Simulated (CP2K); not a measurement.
Consider methanesulfonic acid at its PBE geometry (Å).

```xyz
9

C     1.1137   -0.0396   -0.1014
S    -0.5788    0.4530    0.1608
O    -1.3737   -0.7119   -0.6481
O    -0.8200    1.6778   -0.5532
O    -0.9122    0.3025    1.5597
H     1.2788   -1.0161    0.3656
H     1.7423    0.7238    0.3718
H     1.3032   -0.0769   -1.1794
H    -1.7533   -1.3126    0.0241
```

Method: CP2K XAS_TDP, all-electron GAPW, PBEh(45%), aug-cc-pVDZ, TDA, GW2X-corrected core level, no relativity.

Q: Predict the bright core excitations at the C K edge.

Leading lines: C1 290.75 eV. The leading line of an atom is its first one with 35 % of the strongest within 2.5 eV of its lowest line over the strength cut. Core ionisation energies at this level: C1 293.70 eV.

The first six lines of each atom with a strength over 0.0015:

```tsv
atom	energy (eV)	states	strength, one atom	above the computed threshold
C1 (bonded to S and 3 H)	290.75	1	0.0465	
	291.73	1	0.0207	
	291.82	1	0.0242	
	292.38	1	0.0040	
	292.82	1	0.0073	
	293.77	1	0.0061	yes
```

Lines are vertical, at one geometry, with no vibrational structure. GW2X ionisation energies and lines can be off by 1 to 2 eV either way, and a good line position may hide errors that cancel. These values hold no scalar relativity, about 0.1 eV for C 1s. Rydberg lines, and the discretised continuum above threshold, depend on the basis and the box.

[Banner, clock and machine lines of the logs are left out without a mark of their own.]

[Logs are printed without paths, hosts, clocks, repeated set-up lines and the standing remarks that a program may print on its own settings, such as how far it seeks lower states.]

[Hosts, paths, dates, database ids (printed as entryN), source tags and the programs' standing remarks are cut or masked in the printed files.]
